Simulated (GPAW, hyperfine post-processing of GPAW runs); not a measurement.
# 25Mg NMR of paramagnetic MgV2Cd2O7

How far does V shift the 25Mg, 17O and 113Cd resonances of MgV2Cd2O7 at 340 K?

Program: GPAW 26.7.0. Level of theory: DFT, revPBE+U, plane-wave PAW, GPAW setups, collinear spin, scalar-relativistic. Results are calculated unless marked as measured.

## Step 1: Starting point

The cell holds 12 atoms: 2 Cd, 2 V, 1 Mg and 7 O. Cell: a = 5.554 Å, b = 5.799 Å, c = 5.846 Å, α = 66.4°, β = 89.2°, γ = 80.7°.

As a file:

```xyz
12
Lattice="5.5545 0.0000 0.0000 0.9360 5.7233 0.0000 0.0792 2.3559 5.3496" Properties=species:S:1:pos:R:3 pbc="T T T"
Cd    3.2013    5.3901    3.4150
Cd    3.1382    2.5182    1.3761
V     5.6723    4.7783    1.4653
V     0.9668    3.2928    4.0209
Mg    4.0373    1.8107    4.0336
O     4.8279    3.5644    3.0765
O     1.6782    4.2119    2.2050
O     5.5220    2.3429    5.3066
O     4.4705    3.9739    0.3069
O     2.0685    1.9309    3.4585
O     1.8725    4.4732    4.9899
O     4.9920    6.3017    2.3442
```

The cell is a computed entry of the Materials Project; it need not be the form that is stable at ambient conditions. The atoms stand as given; the largest force on them is 0.23 eV/Å.

## Step 2: Saturated spin state

With all V moments parallel, the spin density at each nucleus is that of the fully magnetised paramagnet. A Hubbard U holds the open shell closer to the ion than the plain functional does, which changes how much spin reaches the ligands. GPAW's U acts on normalised projectors, so its value can't be carried over from other programs one to one.

The input, scf.py:

```python
import json
from ase import Atoms
from ase.parallel import parprint
from gpaw import GPAW, PW, FermiDirac, MixerDif

atoms = Atoms(['Cd', 'Cd', 'V', 'V', 'Mg', 'O', 'O', 'O', 'O', 'O', 'O', 'O'],
              cell=[[5.554459, 0.0, 0.0], [0.935985, 5.723278, 0.0], [0.079228, 2.355927, 5.349645]],
              scaled_positions=[[0.452814, 0.679005, 0.638367], [0.505021, 0.334118, 0.257223], [0.895613, 0.722143, 0.273898], [0.118521, 0.265932, 0.751626], [0.715097, 0.006007, 0.754], [0.795944, 0.38606, 0.575092], [0.200835, 0.566249, 0.412184], [0.979833, 0.001047, 0.991949], [0.691005, 0.670725, 0.057363], [0.351169, 0.07125, 0.646498], [0.256802, 0.397619, 0.932761], [0.737345, 0.920678, 0.438207]],
              magmoms=[0.0, 0.0, 1.0, 1.0, 0.0, 0.0, 0.0, 0.0, 0.0, 0.0, 0.0, 0.0], pbc=True)
atoms.calc = GPAW(mode=PW(500), xc='revPBE', kpts={'size': (4, 4, 4), 'gamma': True}, spinpol=True, setups={'V': ':d,3.2'},
                  occupations=FermiDirac(0.02, fixmagmom=True), mixer=MixerDif(0.12, 6, 30),
                  convergence={'density': 1e-5}, maxiter=150, symmetry={'tolerance': 1e-4},
                  legacy_gpaw=True, txt='scf.txt')
parprint('energy', atoms.get_potential_energy())
parprint('moment', atoms.get_magnetic_moment())
parprint('moments', json.dumps(atoms.get_magnetic_moments().round(4).tolist()))
parprint('fermi', json.dumps(list(map(float, atoms.calc.get_fermi_levels()))))
levels = [[e - f for k in range(len(atoms.calc.get_ibz_k_points())) for e in atoms.calc.get_eigenvalues(k, s)] for s, f in enumerate(atoms.calc.get_fermi_levels())]
parprint('gap', min(min(e for e in x if e > 0) + f for x, f in zip(levels, atoms.calc.get_fermi_levels())) - max(max(e for e in x if e <= 0) + f for x, f in zip(levels, atoms.calc.get_fermi_levels())))
parprint('positions', json.dumps(atoms.get_scaled_positions(wrap=False).round(6).tolist()))
parprint('forces', json.dumps(atoms.get_forces().round(4).tolist()))
atoms.calc.write('gs.gpw')
```

A second script reads the saved density on one core and turns GPAW's hyperfine parameters into fields at the nuclei:

The input, contact.py:

```python
import numpy as np
from ase import units
from gpaw import GPAW
from gpaw.hyperfine import G_FACTOR_E, alpha, hyperfine_parameters, paw_correction
from gpaw.utilities import unpack_density

calc = GPAW('gs.gpw', legacy_gpaw=True, txt=None)
tesla = units._e / units._hplanck / 7.6225932e6 / 2  # eV per unit g_N to the field at the nucleus
unit = np.pi * alpha**2 * G_FACTOR_E * units._me / units._mp * units.Ha
valence = hyperfine_parameters(calc, exclude_core=True)
print('atom     contact field (T): all, valence')
for a, s in enumerate(calc.get_atoms().symbols):
    args = unpack_density(calc.density.D_asp[a]), calc.wfs.setups[a], calc.hamiltonian.xc
    try:  # the response of the frozen core, atom by atom
        core = (paw_correction(*args, False) - paw_correction(*args, True)) * unit
    except AssertionError:
        core = np.full((3, 3), np.nan)
    print(f'{a + 1:3d} {s:2s} {np.trace(valence[a] + core) / 3 * tesla:11.5f} {np.trace(valence[a]) / 3 * tesla:11.5f}')
```

Command:

```bash
> OMP_NUM_THREADS=1 mpirun -n 4 gpaw python scf.py > gpaw.log
> python contact.py
```

Numbers of over 12 decimals in the logs are rounded to 6 here.

The program printed:

```text
[a pick of lines from scf.txt and the scripts' output, long numbers rounded; set-up, eigenvalues, and the printed gap, site moments, positions and forces are left out]
Symmetries present (total): 1
64 k-points: 4 x 4 x 4 Monkhorst-Pack grid + [1/8,1/8,1/8]
36 k-points in the irreducible part of the Brillouin zone
  Cutoff energy: 500.000 eV
Occupation numbers: Fixed magnetic moment: 2.000
  width: 0.0200  # eV
XC parameters: revPBE with 2 nearest neighbor stencil
Number of bands in calculation: 67
Number of valence electrons: 102
iter:   1 02:04:34   -79.570476                   +2.0012
iter:   2 02:04:40   -70.887375   -0.44  -0.95    +2.0004
iter:   3 02:04:47   -67.474424   -0.29  -1.10    +2.0001
[... 133 further iterations ...]
iter: 137 02:18:59   -67.484707c  -7.75c -4.74    +2.0000
iter: 138 02:19:05   -67.484727c  -6.65  -4.59    +2.0000
iter: 139 02:19:11   -67.484727c  -7.68c -5.58c   +2.0000
Converged after 139 iterations.
Total magnetic moment: (0.000000, 0.000000, 2.000000)
Local magnetic moments:
Free energy:    -67.484727
Extrapolated:   -67.484727
Fermi levels: 5.09229, 4.84403
energy -67.484727
moment 2.000000
fermi [5.092293, 4.844034]
atom     contact field (T): all, valence
  1 Cd    10.64392    10.54327
  2 Cd    14.07911    13.94495
  3 V    -12.84725     6.17550
  4 V    -12.49332     6.30069
  5 Mg     0.44885     0.44369
  6 O      0.10475    -0.13880
  7 O      0.10006    -0.52876
  8 O     -0.85500    -0.97862
  9 O     -0.08512    -0.52180
 10 O     -0.33052    -0.55618
 11 O     -0.11887    -0.81540
 12 O     -0.30456    -0.41741
```

The job ended after 15 min (4 MPI ranks of Arm Neoverse V2, shared host).

The cell holds 2.00 μB on 2 V, so S = 0.50. The total moment is held at that value. The contact field is B = (2μ₀/3) μB ρ_s, 7.769 T for 1 e/Å³, and A_iso = γB/(2πS) sums over all ions. The valence part leaves out the polarisation of the frozen cores, which GPAW adds afterwards by solving for the core states in the spin-dependent potential:

| site | atom | atoms in cell | links to V | field (T) | valence part (T) | A_iso (MHz) |
| --- | --- | --- | --- | --- | --- | --- |
| Mg | 5 | 1 | 5 V through links of 89 to 96° (4), 122° (1) and 149 to 157° (2) | 0.449 | 0.444 | -2.34 |
| O(1) | 6 | 1 | bonded to 2 V at 1.96 to 2.19 Å | 0.105 | -0.139 | -1.21 |
| O(2) | 7 | 1 | bonded to 2 V at 1.82 to 2.16 Å | 0.100 | -0.529 | -1.16 |
| O(3) | 8 | 1 | bonded to 2 V at 1.89 to 1.91 Å | -0.855 | -0.979 | 9.87 |
| O(4) | 9 | 1 | bonded to 1 V at 1.85 Å | -0.0851 | -0.522 | 0.983 |
| O(5) | 10 | 1 | bonded to 1 V at 1.84 Å | -0.331 | -0.556 | 3.82 |
| O(6) | 11 | 1 | bonded to 1 V at 1.78 Å | -0.119 | -0.815 | 1.37 |
| O(7) | 12 | 1 | bonded to 1 V at 1.89 Å | -0.305 | -0.417 | 3.52 |
| Cd(1) | 1 | 1 | 6 V through links of 87 to 165° (8) | 10.6 | 10.5 | -202 |
| Cd(2) | 2 | 1 | 6 V through links of 90 to 148° (8) | 14.1 | 13.9 | -267 |

## Step 3: Reversing single moments

Above the ordering point the moments are not free: their couplings set the Weiss constant, which scales every shift. Reversing one ion measures these couplings, and shows at once how much of each shift that ion sends.

Edit scf.py of step 2 so:

```diff
@@ -8,3 +8,3 @@
               scaled_positions=[[0.452814, 0.679005, 0.638367], [0.505021, 0.334118, 0.257223], [0.895613, 0.722143, 0.273898], [0.118521, 0.265932, 0.751626], [0.715097, 0.006007, 0.754], [0.795944, 0.38606, 0.575092], [0.200835, 0.566249, 0.412184], [0.979833, 0.001047, 0.991949], [0.691005, 0.670725, 0.057363], [0.351169, 0.07125, 0.646498], [0.256802, 0.397619, 0.932761], [0.737345, 0.920678, 0.438207]],
-              magmoms=[0.0, 0.0, 1.0, 1.0, 0.0, 0.0, 0.0, 0.0, 0.0, 0.0, 0.0, 0.0], pbc=True)
+              magmoms=[0.0, 0.0, -1.0, 1.0, 0.0, 0.0, 0.0, 0.0, 0.0, 0.0, 0.0, 0.0], pbc=True)
 atoms.calc = GPAW(mode=PW(500), xc='revPBE', kpts={'size': (4, 4, 4), 'gamma': True}, spinpol=True, setups={'V': ':d,3.2'},
```

The program printed:

```text
[a pick of lines from scf.txt and the scripts' output, long numbers rounded; set-up, eigenvalues, and the printed gap, site moments, positions and forces are left out]
Symmetries present (total): 1
64 k-points: 4 x 4 x 4 Monkhorst-Pack grid + [1/8,1/8,1/8]
36 k-points in the irreducible part of the Brillouin zone
  Cutoff energy: 500.000 eV
Occupation numbers: Fixed magnetic moment: 0.000
  width: 0.0200  # eV
XC parameters: revPBE with 2 nearest neighbor stencil
Number of bands in calculation: 66
Number of valence electrons: 102
iter:   1 02:19:33   -79.311640                   +0.0000
iter:   2 02:19:39   -71.022873   -0.41  -0.95    +0.0000
iter:   3 02:19:45   -67.661547   -0.23  -1.09    +0.0000
[... 130 further iterations ...]
iter: 134 02:33:20   -67.491338c  -7.33  -5.68c   +0.0000
iter: 135 02:33:26   -67.491357c  -7.37  -5.06c   -0.0000
iter: 136 02:33:32   -67.491369c  -7.43c -5.27c   -0.0000
Converged after 136 iterations.
Total magnetic moment: (0.000000, 0.000000, -0.000000)
Local magnetic moments:
Free energy:    -67.491369
Extrapolated:   -67.491369
Fermi levels: 4.61118, 4.78175
energy -67.491369
moment -2.167710455580618e-14
fermi [4.611178, 4.781748]
atom     contact field (T): all, valence
  1 Cd    -3.08379    -3.06462
  2 Cd     0.43257     0.41867
  3 V     13.08534    -5.52791
[...]
11 O     -0.18197    -0.86443
 12 O      0.24926     0.36639
```

Wall time 14 min (4 MPI ranks).

The parallel state has -67.4847 eV at zero smearing. Each flip reverses one ion with all its periodic images. It gives an energy and, by half the change of the contact field, the share of that set of ions in each shift at 340 K (ppm; atoms of one site can get unlike shares):

| atom reversed | energy (eV) | change (meV) | Mg | O(1) | O(2) | O(3) | O(4) | O(5) | O(6) |
| --- | --- | --- | --- | --- | --- | --- | --- | --- | --- |
| V3 | -67.4914 | -6.6 | 394 | 65 | -444 | -861 | -179 | -68 | 62 |
| V4 | -67.4914 | -6.7 | 500 | 142 | 642 | -830 | 10 | -585 | -296 |

In mean-field theory Θ = ΔE (S + 1) / (6 S k_B), as a plain mean over the flips, not weighted by how often each ion occurs: Θ = -39 K. Couplings between an ion and its own images are missing, but in this cell they lie beyond the nearest magnetic neighbours. Θ = 0 is used for the shifts.

## Step 4: Other levels of theory

Spin transfer to the ligands hangs on how far the functional delocalises the open shell, so other levels show how much the fields depend on it.

Contact fields (T) with all moments parallel; times on 4 MPI ranks of Arm Neoverse V2, shared host. The cutoff is 500 eV where none is named; the moment is held in each run.

| level | moment (μB) | time | Mg | O(1) | O(2) | O(3) | O(4) | O(5) |
| --- | --- | --- | --- | --- | --- | --- | --- | --- |
| revPBE +U V 3.2 eV | 2.00 | 15 min | 0.449 | 0.105 | 0.100 | -0.855 | -0.0851 | -0.331 |
| revPBE +U V 1.9 eV | 2.00 | 7.8 min | 0.539 | 0.183 | 0.265 | -0.908 | 0.0244 | -0.233 |

Not finished: revPBE (not converged after 16 min), revPBE+U (not converged after 16 min) and LDA+U (timeout after 2.9 min).

## Step 5: Scaling to the paramagnet

The shift is δ = B · g μB (S + 1) / (3 k_B (T − Θ)) with g = 2; at 340 K and Θ = 0 K one tesla gives 1976 ppm. The anisotropy is a sum over point dipoles on the V ions, scaled alike; on atoms bound to V, spin in their own p shell adds an anisotropy that this leaves out.

| site | nucleus | δ_iso (ppm) | with the calculated Θ | reduced anisotropy (ppm) | asymmetry |
| --- | --- | --- | --- | --- | --- |
| Mg | 25Mg | 887 | 796 | -75 | 0.96 |
| O(1) | 17O | 207 | 186 | -421 | 0.52 |
| O(2) | 17O | 198 | 177 | -490 | 0.91 |
| O(3) | 17O | -1690 | -1520 | 1040 | 0.02 |
| O(4) | 17O | -168 | -151 | 549 | 0.08 |
| O(5) | 17O | -653 | -586 | 573 | 0.03 |
| O(6) | 17O | -235 | -211 | 635 | 0.04 |
| O(7) | 17O | -602 | -540 | 538 | 0.03 |
| Cd(1) | 113Cd | 21000 | 18900 | 113 | 0.52 |
| Cd(2) | 113Cd | 27800 | 25000 | -77 | 0.64 |

The reduced anisotropy is δ_zz − δ_iso, with zz the principal value farthest from δ_iso. The Weiss constant adds its own doubt: exchange couplings from semilocal functionals with a U can miss even their sign, and a Θ lower by 100 K would lower every shift by 23 %.

17O MAS at 11.7 T (67.6 MHz), 40 kHz, 340 K; contact and dipolar shift alone, no orbital or quadrupolar part; lines under 1.5 % of the strongest are left out. NMR lines, with heights relative to the strongest:

| position (ppm) | label | intensity |
| --- | --- | --- |
| -2281.2 | O(3) -1 | 21 |
| -1689.2 | O(3) centre | 68 |
| -1245.1 | O(5) -1 | 7.0 |
| -1193.8 | O(7) -1 | 6.2 |
| -1097.1 | O(3) +1 | 12 |
| -826.9 | O(6) -1 | 8.6 |
| -760.2 | O(4) -1 | 6.5 |
| -653.0 | O(5) centre | 94 |
| -601.7 | O(7) centre | 96 |
| -505.0 | O(3) +2 | 5.2 |
| -394.4 | O(2) -1 | 5.7 |
| -385.1 | O(1) -1 | 3.5 |
| -234.8 | O(6) centre | 91 |
| -168.2 | O(4) centre | 95 |
| -60.9 | O(5) +1 | 5.3 |
| -9.6 | O(7) +1 | 4.8 |
| 197.7 | O(2) centre | 95 |
| 206.9 | O(1) centre | 100 |
| 357.2 | O(6) +1 | 6.3 |
| 423.9 | O(4) +1 | 5.0 |
| 789.8 | O(2) +1 | 5.9 |
| 799.0 | O(1) +1 | 4.0 |
| 949.3 | O(6) +2 | 1.7 |

## Step 6: Results

| Item | Value |
| --- | --- |
| spin of V | 0.50 |
| Weiss constant, mean field (rough, not used) | -39 K |
| 25Mg contact shift at 340 K, Θ = 0 K | 887 ppm |
| 17O contact shift at 340 K, Θ = 0 K | 207, 198, -1690, -168, -653, -235, -602 ppm |
| 113Cd contact shift at 340 K, Θ = 0 K | 21000, 27800 ppm |

In words: At 340 K the V moments shift 25Mg on Mg by 887 ppm, 17O on O(1) by 207 ppm, 17O on O(2) by 198 ppm, 17O on O(3) by -1690 ppm, 17O on O(4) by -168 ppm and 17O on O(5) by -653 ppm, scaled with a pure Curie law. No measured Weiss constant is at hand, and the one from single flips is too rough to scale with, so the shifts are given for a pure Curie law; each 30 K of Θ would move them by about 9 %. The calculated Θ of -39 K would multiply them by 0.90. Over the levels shown, the field at Mg runs from 0.449 T (revPBE +U V 3.2 eV) to 0.539 T (revPBE +U V 1.9 eV); among the sites in the table it changes sign at O(4). On O(4) the levels differ even in sign, so neither size nor sign of that shift is settled. All this holds only well above the ordering temperature and the strongest exchange, neither of which is computed. The orbital (chemical) shift and the pseudocontact shift from g anisotropy are not included. The moment is taken as spin only; V in this state can carry an orbital part, which tends to lower the real effective moment. GPAW's core response is not screened by the valence electrons and can be too large by up to a factor of two, so sites where total and valence fields differ much are unsure by that part. For anions bound to the magnetic ion the point-dipole anisotropy lacks the spin in their own p orbitals, and their lines are broad and relax fast. On O(1), O(2), O(4), O(5), O(6) and O(7) total and valence fields differ by over a quarter of the total (by up to 6.3 times the total); that core part hangs on the functional and on the program's treatment of the cores, and where it exceeds the total neither size nor sign of the shift is settled. The dipole sum is for a spherical crystallite; bulk susceptibility, which broadens real lines, and quadrupolar couplings are left out.

[Logs are printed without paths, hosts, clocks, repeated set-up lines and the standing remarks that a program may print on its own settings, such as how far it seeks lower states.]

[Hosts, paths, dates, database ids (printed as entryN), source tags and the programs' standing remarks are cut or masked in the printed files.]
